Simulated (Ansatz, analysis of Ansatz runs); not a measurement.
## Local vibrational mode of interstitial H+ in rutile SnO2 (r2SCAN)

Subject: interstitial H+ in rutile SnO2. Wanted: its local vibrational mode, in one set-up (r2SCAN, 96-site cell, r2SCAN lattice, 500 eV, k: the single point 1/4 1/4 1/4, anharmonic cut along the mode). The model is a cell of 96 host atoms with 1 H put in. The frequencies come from force constants among the defect atom and its neighbours, with the masses of the isotopes named. A meta-GGA costs about twice a GGA and mends lattice constants and part of the gap.

**The experiment.** O-H stretch, 1H: 3156.1 cm⁻¹ at 4.2 K, by polarized FTIR absorption (“Hydrogen impurities and shallow donors in SnO2 studied by infrared spectroscopy”, 2011, F. Bekisli et al.). O-D stretch, 2H: 2360.4 cm⁻¹ at 4.2 K, by polarized FTIR absorption (“Hydrogen impurities and shallow donors in SnO2 studied by infrared spectroscopy”, 2011, F. Bekisli et al.). The calculation is set beside it at the end.

Calculated with Ansatz 0.2.0; plane-wave PAW DFT, r2SCAN; relaxation of all atoms of a defect supercell.

**1. Set-up**

The cell holds 97 atoms: 32 Sn, 64 O and 1 H. Cell: a = 11.472 Å, b = 11.472 Å, c = 13.463 Å, α = 54.1°, β = 54.1°, γ = 71.9°. It derives from SnO2 (space group P4_2/mnm). Nearest the centre at fractional (0.278, 0.472, 0.699): H97 at 0.00 Å, O20 at 0.99 Å, Sn39 at 2.29 Å, Sn14 at 2.29 Å, Sn85 at 2.29 Å, O89 at 2.32 Å, O18 at 2.32 Å, O47 at 2.49 Å. The cell carries charge +1.

The host's primitive cell comes from a first run (plane-wave PAW DFT, r2SCAN; relaxation of the host's cell and atoms): vectors of 4.760, 4.760 and 3.201 Å. That is 12.09 Å³ an atom, 1.4 % over the diffraction cell's volume. The supercell is built on it.

**2. Relaxation, charge +1**

Every later number rests on the structure around the defect, so the atoms are relaxed at the host's lattice first.

The input, relax/input.yaml:

```yaml
relax:
  f_tol: 0.01
  max_steps: 80
  random_displacement: { amplitude: 0.02, seed: 420 }
crystal:
  lattice:
    - [0.0, 9.51989758, 6.4015707]
    - [9.51989758, 0.0, 6.4015707]
    - [9.51989758, 9.51989758, 0.0]
  atoms:
    - { symbol: Sn, position: [0.0, 0.0, 0.0] }
    - { symbol: Sn, position: [0.25, 0.25, 0.25] }
    - { symbol: Sn, position: [0.125, 0.125, 0.125] }
    - { symbol: Sn, position: [0.375, 0.375, 0.375] }
    - { symbol: O, position: [0.0, 0.0, 0.152954559] }
[... 4 atom lines left out ...]
    - { symbol: O, position: [0.25, 0.25, 0.097045441] }
[... 3 atom lines left out ...]
    - { symbol: Sn, position: [0.25, 0.25, 0.75] }
[... 1 atom line left out ...]
    - { symbol: Sn, position: [0.375, 0.375, 0.875] }
[... 1 atom line left out ...]
    - { symbol: O, position: [0.25, 0.25, 0.902954559] }
    - { symbol: O, position: [0.027954559, 0.222045441, 0.875] }
    - { symbol: O, position: [0.277954559, 0.472045441, 0.625] }
[... 1 atom line left out ...]
    - { symbol: O, position: [0.25, 0.25, 0.597045441] }
    - { symbol: O, position: [0.222045441, 0.027954559, 0.875] }
    - { symbol: O, position: [0.472045441, 0.277954559, 0.625] }
    - { symbol: Sn, position: [0.0, 0.5, 0.0] }
    - { symbol: Sn, position: [0.25, 0.75, 0.25] }
[... 1 atom line left out ...]
    - { symbol: Sn, position: [0.375, 0.875, 0.375] }
[... 1 atom line left out ...]
    - { symbol: O, position: [0.25, 0.75, 0.402954559] }
[... 4 atom lines left out ...]
    - { symbol: O, position: [0.222045441, 0.527954559, 0.375] }
[... 1 atom line left out ...]
    - { symbol: Sn, position: [0.0, 0.5, 0.5] }
    - { symbol: Sn, position: [0.25, 0.75, 0.75] }
    - { symbol: Sn, position: [0.125, 0.625, 0.625] }
[... 1 atom line left out ...]
    - { symbol: O, position: [0.0, 0.5, 0.652954559] }
    - { symbol: O, position: [0.25, 0.75, 0.902954559] }
    - { symbol: O, position: [0.027954559, 0.722045441, 0.875] }
[... 1 atom line left out ...]
    - { symbol: O, position: [0.0, 0.5, 0.847045441] }
    - { symbol: O, position: [0.25, 0.75, 0.597045441] }
    - { symbol: O, position: [0.222045441, 0.527954559, 0.875] }
    - { symbol: O, position: [0.472045441, 0.777954559, 0.625] }
[... 11 atom lines left out ...]
    - { symbol: O, position: [0.972045441, 0.277954559, 0.125] }
[... 2 atom lines left out ...]
    - { symbol: Sn, position: [0.625, 0.125, 0.625] }
    - { symbol: Sn, position: [0.875, 0.375, 0.875] }
[... 2 atom lines left out ...]
    - { symbol: O, position: [0.527954559, 0.222045441, 0.875] }
[... 1 atom line left out ...]
    - { symbol: O, position: [0.5, 0.0, 0.847045441] }
    - { symbol: O, position: [0.75, 0.25, 0.597045441] }
[... 3 atom lines left out ...]
    - { symbol: Sn, position: [0.75, 0.75, 0.25] }
[... 3 atom lines left out ...]
    - { symbol: O, position: [0.75, 0.75, 0.402954559] }
    - { symbol: O, position: [0.527954559, 0.722045441, 0.375] }
[... 1 atom line left out ...]
    - { symbol: O, position: [0.5, 0.5, 0.347045441] }
[... 1 atom line left out ...]
    - { symbol: O, position: [0.722045441, 0.527954559, 0.375] }
[... 1 atom line left out ...]
    - { symbol: Sn, position: [0.5, 0.5, 0.5] }
[... 1 atom line left out ...]
    - { symbol: Sn, position: [0.625, 0.625, 0.625] }
[... 1 atom line left out ...]
    - { symbol: O, position: [0.5, 0.5, 0.652954559] }
[... 3 atom lines left out ...]
    - { symbol: O, position: [0.5, 0.5, 0.847045441] }
[... 2 atom lines left out ...]
    - { symbol: O, position: [0.972045441, 0.777954559, 0.625] }
    - { symbol: H, position: [0.277954559, 0.472045441, 0.698875] }
total_charge: 1
basis:
  ecutwfc: 500
  xc_grid: 2
hamiltonian:
  xc: r2scan
kpoints:
  mp_grid: { grid: [1, 1, 1], shift: [0.25, 0.25, 0.25] }
scf:
  occupations: { method: fermi_dirac, width: 0.01 }
  max_iter: 120
output:
  forces: true
checkpoint:
  write: "../relax.run"
  compress: false
  write_wavefunctions: true
  write_every: 100000
```

The run is started by

```
> ansatz run input.yaml --threads 4 --pin off --max-ram 7536MiB --backend cpu --events-out ev --progress --plain --runs-dir out
```

Numbers of over 12 decimals in the logs are rounded to 6 here.

The log of the run:

```text
[... repeated set-up lines and file paths are left out, and long positions are rounded to six places ...]
Engine: ansatz 0.2.0, aarch64-unknown-linux-gnu
Pseudopotentials: kind: paw
Pseudopotential: Sn, paw, valence charge 14, recommended cutoff 500 eV (meta_gga), Sn.paw.azcp
Pseudopotential: O, paw, valence charge 6, recommended cutoff 500 eV (meta_gga), O.paw.azcp
Pseudopotential: H, paw, valence charge 1, recommended cutoff 500 eV (meta_gga), H.paw.azcp
Functional definition: r2SCAN
  parameter k0 = 0.174
  parameter k1 = 0.065
  parameter a1 = 4.9479
  exchange = r2scan_x(k0 = k0, k1 = k1, a1 = a1)
  correlation = r2scan_c
Crystal: 97 atoms, lattice volume = 1160.329 Å³
Basis set: ecut = 500 eV, 29483 PW (Γ), exchange–correlation on 180×180×200 points (8 copies of the dense FFT grid, shifted against one another)
Bands: 513, of which v1, the nominal top of the filled ones, is band 416 counted from 1 (415 counted from 0)
Symmetry: 1 space group operations
k-points: 1
Non-local potential: Sn, projectors of the file, l = 0: 2, l = 1: 2, l = 2: 2, l = 3: 2
Non-local potential: O, projectors of the file, l = 0: 2, l = 1: 2, l = 2: 1
Non-local potential: H, projectors of the file, l = 0: 2, l = 1: 1
PAW form: soft (Blöchl's): semilocal exchange-correlation on the pseudo side does not see the compensation charge
PAW frozen core: Sn, regenerated for the run's functional (the file was generated under x = pbe(κ = 0.804, μ = 0.219515), c = pbe(β = 0.066725))
PAW frozen core: O, regenerated for the run's functional (the file was generated under x = pbe(κ = 0.804, μ = 0.219515), c = pbe(β = 0.066725))
PAW one-centre angular grid: Sn, 590 points (default); XC on 249 of its mesh's 2787 points in the sphere
PAW one-centre angular grid: O, 302 points (default); XC on 160 Gauss nodes
PAW one-centre angular grid: H, 302 points (default); XC on 160 Gauss nodes
Initial density: superposition of atomic densities (neutral atoms scaled as one to the charged cell's electrons: chi_scale 0, normalization atom), corrected by the library's trained network
Initial wavefunctions: pseudopotential atomic-orbital guess
Functional: x = r2scan, c = r2scan; τ floored in thin density (d = 2e-4 eV/Å³)
SCF iter   1: F=—  HF=-229662.181616 eV  |F-HF|=—  |Δ(HF+E_count)|=         —  Δρ=1.23e-2  dr2=1.23e0  dr2_τ=4.38e0  ethr=1.77e-3  ⟨swp⟩=5.0  Hψ=1873  notcnv=0  defer=46
preconditioner: auto → Resta (q_TF=auto, 2.581 Å⁻¹)  ε∞=3.3  [insulator: Δε(μ)=2.228 eV  Ē_g=20.849 eV  σ=0.010 eV  W_gap=1.00  n_scr=352 (ndim 8)  ℏωp=31.4 eV  f_vac=0.027  D(μ)=0.00/eV (n_scr^D=0)  ε∞_Penn≈3.3]
SCF iter   2: F=—  HF=-229663.667084 eV  |F-HF|=—  |Δ(HF+E_count)|=    1.49e0  Δρ=6.70e-3  dr2=2.73e-1  dr2_τ=1.99e-2  ethr=1.48e-4  ⟨swp⟩=2.0  Hψ=1012  notcnv=0  defer=91
SCF iter   3: F=—  HF=-229663.646979 eV  |F-HF|=—  |Δ(HF+E_count)|=   2.01e-2  Δρ=1.24e-3  dr2=1.26e-2  dr2_τ=2.19e-3  ethr=3.29e-5  ⟨swp⟩=2.0  Hψ=844  notcnv=0  defer=91
SCF iter   4: F=—  HF=-229663.647148 eV  |F-HF|=—  |Δ(HF+E_count)|=   1.68e-4  Δρ=4.29e-4  dr2=1.49e-3  dr2_τ=2.96e-4  ethr=1.52e-6  ⟨swp⟩=3.0  Hψ=845  notcnv=0  defer=91
SCF iter   5: F=—  HF=-229663.648833 eV  |F-HF|=—  |Δ(HF+E_count)|=   1.69e-3  Δρ=1.27e-4  dr2=1.30e-4  dr2_τ=1.89e-5  ethr=1.79e-7  ⟨swp⟩=3.0  Hψ=846  notcnv=0  defer=91
SCF iter   6: F=—  HF=-229663.648901 eV  |F-HF|=—  |Δ(HF+E_count)|=   6.80e-5  Δρ=5.50e-5  dr2=2.98e-5  dr2_τ=4.05e-6  ethr=1.56e-8  ⟨swp⟩=3.0  Hψ=846  notcnv=0  defer=91
SCF iter   7: F=-229663.648898 eV  HF=-229663.648898 eV  |F-HF|=2.20e-7  |Δ(HF+E_count)|=   3.49e-6  Δρ=1.11e-5  dr2=1.34e-6  dr2_τ=1.66e-7  ethr=3.00e-10  ⟨swp⟩=4.0  Hψ=1941  notcnv=0
SCF 1 converged in 7 iterations: F = -229663.648898 eV  dr2 = 1.34e-6
  greatest PAW one-centre occupation: 0.996 electrons in one spin orbital (limit 2), on the Sn atom at site 13 (counted from 0), in its partial waves of l = 2
relax step   1: F+E_penalty+E_count = -229663.64889819 eV  Δ(F+E_penalty+E_count) = +0.000e0 eV  max|allowed force component| = 3.747e0 eV/Å  Δτ_max = 0.0000 Å  (7 SCF iters, dr2 threshold 2.50e-6 eV, accepted)
[... the SCF cycles and remarks between the steps are left out from here to the last step ...]
relax step   2: F+E_penalty+E_count = -229665.09245189 eV  Δ(F+E_penalty+E_count) = -1.444e0 eV  max|allowed force component| = 6.888e-1 eV/Å  Δτ_max = 0.1969 Å  (7 SCF iters, dr2 threshold 1.00e-4 eV, accepted)
relax step   3: F+E_penalty+E_count = -229665.20397986 eV  Δ(F+E_penalty+E_count) = -1.115e-1 eV  max|allowed force component| = 2.273e-1 eV/Å  Δτ_max = 0.0787 Å  (5 SCF iters, dr2 threshold 2.97e-5 eV, accepted)
relax step   4: F+E_penalty+E_count = -229665.22662912 eV  Δ(F+E_penalty+E_count) = -2.265e-2 eV  max|allowed force component| = 8.951e-2 eV/Å  Δτ_max = 0.0218 Å  (6 SCF iters, dr2 threshold 3.23e-6 eV, accepted)
relax step   5: F+E_penalty+E_count = -229665.23499694 eV  Δ(F+E_penalty+E_count) = -8.368e-3 eV  max|allowed force component| = 2.156e-1 eV/Å  Δτ_max = 0.0536 Å  (7 SCF iters, dr2 threshold 8.72e-7 eV, accepted)
relax step   6: F+E_penalty+E_count = -229665.23620883 eV  Δ(F+E_penalty+E_count) = -1.212e-3 eV  max|allowed force component| = 1.632e-2 eV/Å  Δτ_max = 0.0088 Å  (4 SCF iters, dr2 threshold 7.21e-6 eV, accepted)
relax step   7: F+E_penalty+E_count = -229665.23620994 eV  Δ(F+E_penalty+E_count) = -1.107e-6 eV  max|allowed force component| = 1.569e-2 eV/Å  Δτ_max = 0.0000 Å  (4 SCF iters, accepted)
SCF iter   1: F=—  HF=-229665.234357 eV  |F-HF|=—  |Δ(HF+E_count)|=         —  Δρ=1.66e-4  dr2=1.17e-4  dr2_τ=1.36e-3  ethr=1.31e-7  ⟨swp⟩=5.0  Hψ=1325  notcnv=0  defer=91
SCF iter   2: F=—  HF=-229665.234426 eV  |F-HF|=—  |Δ(HF+E_count)|=   6.85e-5  Δρ=8.32e-5  dr2=3.00e-5  dr2_τ=2.63e-6  ethr=1.41e-8  ⟨swp⟩=2.0  Hψ=1006  notcnv=0  defer=91
SCF iter   3: F=—  HF=-229665.236273 eV  |F-HF|=—  |Δ(HF+E_count)|=   1.85e-3  Δρ=2.22e-5  dr2=3.73e-6  dr2_τ=7.72e-7  ethr=3.60e-9  ⟨swp⟩=2.0  Hψ=834  notcnv=0  defer=91
SCF iter   4: F=—  HF=-229665.236273 eV  |F-HF|=—  |Δ(HF+E_count)|=   3.98e-7  Δρ=8.37e-6  dr2=5.37e-7  dr2_τ=1.08e-7  ethr=4.48e-10  ⟨swp⟩=3.0  Hψ=909  notcnv=0  defer=91
SCF iter   5: F=-229665.236273 eV  HF=-229665.236273 eV  |F-HF|=2.12e-8  |Δ(HF+E_count)|=   6.11e-8  Δρ=2.83e-6  dr2=6.11e-8  dr2_τ=6.13e-9  ethr=1.20e-11  ⟨swp⟩=5.0  Hψ=1590  notcnv=0
SCF 8 converged in 5 iterations: F = -229665.236273 eV  dr2 = 6.11e-8
relax step   8: F+E_penalty+E_count = -229665.23627333 eV  Δ(F+E_penalty+E_count) = -6.339e-5 eV  max|allowed force component| = 4.836e-3 eV/Å  Δτ_max = 0.0033 Å  (5 SCF iters, accepted)
NSCF: frozen V_eff on 1 k-points
the band table was solved once a step of the walk had ended and its energy, with any forces and stress, was formed, with the checks that follow a solve (2040 applications of the Hamiltonian). They found nothing against the state; [...]
iter 1 solved again at ethr=7.34e-12 eV; its pass at ethr=3.10e-3 eV (dr2=6.11e-8 eV) is discarded
SCF iter   1: F=—  HF=-229665.236273 eV  |F-HF|=—  |Δ(HF+E_count)|=         —  Δρ=2.84e-6  dr2=6.11e-8  dr2_τ=6.13e-9  ethr=7.34e-12  ⟨swp⟩=1.0  Hψ=1423  notcnv=0
SCF iter   2: F=-229665.236273 eV  HF=-229665.236273 eV  |F-HF|=1.26e-8  |Δ(HF+E_count)|=   1.87e-8  Δρ=1.63e-6  dr2=2.21e-8  dr2_τ=1.82e-9  ethr=7.34e-12  ⟨swp⟩=3.0  Hψ=1124  notcnv=0
SCF 9 converged in 2 iterations: F = -229665.236273 eV  dr2 = 2.21e-8
NSCF: frozen V_eff on 1 k-points
the band table was solved once a step of the walk had ended and its energy, with any forces and stress, was formed, with the checks that follow a solve (1519 applications of the Hamiltonian). They found nothing against the state; [...]
SCF converged after 2 iterations
Free energy (F): -229665.236273 eV
Harris-Foulkes:  -229665.236273 eV  (|F-HF|=1.26e-8)
Internal energy: -229665.236273 eV  (E = F + TS)
E sigma→0 (E₀):  -229665.236273 eV
Fermi energy:    9.977996 eV
--- Per-component energies (eV) ---
  E_band       = -2632.076458
  E_kinetic    = 17375.397809
  E_local      = -46144.561226  (includes V_loc(G=0)·N_el)
  E_nonlocal   = 2105.323061
  E_hartree    = 24023.603200
  E_xc         = -16572.437185
  E_vxc        = -9962.167951  (∫ρ·V_xc dr)
  E_paw        = -143781.929495  (= ΣΔE_a)
  E_vpaw       = -14681.981623  (= ΣTr[D̂ρ^β])
  E_aug_tail   = 0.062572  (compensation charges beyond the density's cutoff)
  E_vtau       = 628.644880  (kinetic-family band-sum trace: ∫τ·v_τ [+ j·A + Jᵃ·Aᵃ] dr)
  E_ewald      = -66692.181027
  E_core_change = 21.486017  (= ΣΔE_core)
  E_smearing   = -0.000000  (= −TS)
  E_closure    = 0.000000  (closes the sum)
  E_deformation_potential = 17.643970  (in the stress; not in F)
  Σ components = -229665.236273   (vs F -229665.236273, Δ=0.00e0)
--- Forces (eV/Å), atoms counted from 1 ---
  atom   1  Sn    -0.00027217     0.00084894    -0.00266228
  atom   2  Sn    -0.00002159    -0.00047396     0.00034479
  [... 11 atoms left out ...]
  atom  14  Sn    -0.00152632     0.00235177    -0.00137328
  [... 3 atoms left out ...]
  atom  18  O     -0.00069192    -0.00011704     0.00061886
  [... 1 atom left out ...]
  atom  20  O      0.00472264    -0.00409013     0.00161339
  [... 18 atoms left out ...]
  atom  39  Sn     0.00189687    -0.00328994     0.00025022
  [... 5 atoms left out ...]
  atom  45  O      0.00124206    -0.00008233     0.00101906
  atom  46  O      0.00026590    -0.00103796    -0.00175937
  atom  47  O     -0.00312672     0.00018251    -0.00020012
  [... 37 atoms left out ...]
  atom  85  Sn    -0.00055071     0.00326242     0.00119563
  [... 3 atoms left out ...]
  atom  89  O     -0.00182409    -0.00038376    -0.00221083
  [... 7 atoms left out ...]
  atom  97  H     -0.00440184    -0.00298587    -0.00072539
  max |Σ_I F_I| component: 1.21e-2 eV/Å
--- Band table (eV) ---
  k-point 0: bands = ["-13.1536", "-12.8491", "-12.7691", "-12.7477", [... 505 left out ...] "20.8400", "20.8898", "20.9108", "20.9344"]
--- Relaxed structure (8 steps of the walk, 8 accepted, 0 SCFs on fresh bases) ---
  F+E_penalty+E_count = -229665.23627333 eV   max|allowed force component| = 4.836e-3 eV/Å
  atoms:
    - { symbol: Sn, position: [-0.001545, -0.001261, 0.001298] }
    - { symbol: Sn, position: [0.251506, 0.248675, 0.250590] }
    [... 11 atoms left out ...]
    - { symbol: Sn, position: [0.251693, 0.238571, 0.754908] }
    [... 3 atoms left out ...]
    - { symbol: O, position: [0.252991, 0.249212, 0.901328] }
    [... 1 atom left out ...]
    - { symbol: O, position: [0.274769, 0.475329, 0.643263] }
    [... 18 atoms left out ...]
    - { symbol: Sn, position: [0.113806, 0.636162, 0.621279] }
    [... 5 atoms left out ...]
    - { symbol: O, position: [-0.000149, 0.503350, 0.843586] }
    - { symbol: O, position: [0.246521, 0.750136, 0.596854] }
    - { symbol: O, position: [0.224386, 0.525520, 0.864459] }
    [... 37 atoms left out ...]
    - { symbol: Sn, position: [0.511437, 0.498266, 0.495211] }
    [... 3 atoms left out ...]
    - { symbol: O, position: [0.500784, 0.497063, 0.653534] }
    [... 7 atoms left out ...]
    - { symbol: H, position: [0.266767, 0.483302, 0.716017] }
```

The job ended after 9.4 min (4 threads of Arm Neoverse V1, shared host; peak memory 4.7 GiB).

Step by step:

| step | energy less that of the first step (eV) | largest force component (eV/Å) |
| --- | --- | --- |
| 1 | 0.0000 | 3.7474 |
| 2 | -1.4436 | 0.6888 |
| 3 | -1.5551 | 0.2273 |
| 4 | -1.5777 | 0.0895 |
| 5 | -1.5861 | 0.2156 |
| 6 | -1.5873 | 0.0163 |
| 7 | -1.5873 | 0.0157 |
| 8 | -1.5874 | 0.0048 |

The atoms that moved most (Å, from the sites as typed, ahead of the random displacement):

| atom | dx | dy | dz | length |
| --- | --- | --- | --- | --- |
| H97 | 0.272 | 0.056 | 0.001 | 0.278 |
| O20 | 0.207 | 0.143 | 0.001 | 0.251 |
| Sn39 | 0.072 | -0.142 | 0.000 | 0.160 |
| O47 | -0.122 | -0.078 | 0.000 | 0.145 |
| Sn85 | -0.060 | 0.063 | 0.062 | 0.107 |
| Sn14 | -0.060 | 0.062 | -0.062 | 0.107 |
| O96 | 0.038 | -0.074 | 0.000 | 0.083 |
| Sn16 | 0.004 | 0.067 | 0.000 | 0.068 |

Neighbours of H97 at the end:

| atom | distance (Å) |
| --- | --- |
| O20 | 0.985 |
| O47 | 2.077 |
| O89 | 2.323 |
| O18 | 2.324 |
| Sn39 | 2.422 |
| O46 | 2.496 |
| O45 | 2.496 |
| Sn85 | 2.580 |
| Sn14 | 2.580 |

Read from the output:

```yaml
free_energy: -229665.2363 eV
```

The relaxation ends 16 meV an atom lower than the displaced start, with a largest force component of 0.0048 eV/Å.

(Part 1 of 2 ends here.)

[Logs are printed without paths, hosts, clocks, repeated set-up lines and the standing remarks that a program may print on its own settings, such as how far it seeks lower states.]

[Hosts, paths, dates, database ids (printed as entryN), source tags and the programs' standing remarks are cut or masked in the printed files.]

[For some hosts the program warned that the k-mesh of the response run may be too coarse for force constants and the static dielectric constant; such warnings are not shown here.]
